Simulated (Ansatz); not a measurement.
# HoCuSi: which shell does photoemission see at 21.2 and 1486.7 eV? (LDA)

The valence band of HoCuSi mixes several shells. Work out by hand which one leads the spectrum's area at each photon energy.

Filled states come from the projected DOS of Ansatz 0.2.0 (LDA+U, plane waves); cross sections σ and asymmetry parameters β are those of free atoms in a Dirac–Hartree–Slater calculation. A shell's area is states × σ × angular factor, which is 1 − β·P₂(cos θ)/2 for unpolarised light, with θ = 45° from the beam and P₂ = 0.250.

**At 21.2 eV** (states counted from 11.2 eV below the zero; other shells add 1.1 to the products' sum of 30.2):

| shell | filled states a cell | cross section (Mb an electron) | β | angular factor | product | share by hand (%) | share in the simulated spectrum (%) |
| --- | --- | --- | --- | --- | --- | --- | --- |
| Ho 5p | 0.00 | 0 | 0.00 | 1.00 | 0 | 0 | 0 |
| Ho 5d | 5.24 | 2.31 | 0.61 | 0.92 | 11.2 | 37 | 37 |
| Ho 4f | 20.06 | 0.132 | 1.70 | 0.79 | 2.08 | 7 | 7 |
| Cu 3d | 19.33 | 0.796 | -0.20 | 1.03 | 15.8 | 52 | 52 |

**At 1486.7 eV** (states counted from 25.9 eV below the zero; other shells add 0.0018 to the products' sum of 0.102):

```
shell  filled states a cell  cross section (Mb an electron)     β  angular factor  product  share by hand (%)  share in the simulated spectrum (%)
Ho 5p                 11.76                         0.00189  1.69            0.79   0.0176                 17                                   17
Ho 5d                  5.29                        0.000508  1.37            0.83  0.00223                  2                                    2
Ho 4f                 20.06                         0.00384  1.06            0.87   0.0668                 66                                   66
Cu 3d                 19.35                        0.000796  0.97            0.88   0.0135                 13                                   13
```

Cu 3d leads at 21.2 eV and Ho 4f at 1486.7 eV. Between the two energies σ of Cu 3d changes by a factor 0.0010 and that of Ho 4f by 0.029, so their ratio moves 29-fold in favour of the second. The simulated spectrum uses the same rule on the energy-resolved DOS, so the two share columns agree within a few points.

Only crystals where the two columns agree within 4 points and the lead is clear are worked in this form. Free-atom cross sections ignore the solid's final states, no escape depth or background enters, and the count of states a shell hangs on the projection.

[Logs are printed without paths, hosts, clocks, repeated set-up lines and the standing remarks that a program may print on its own settings, such as how far it seeks lower states.]
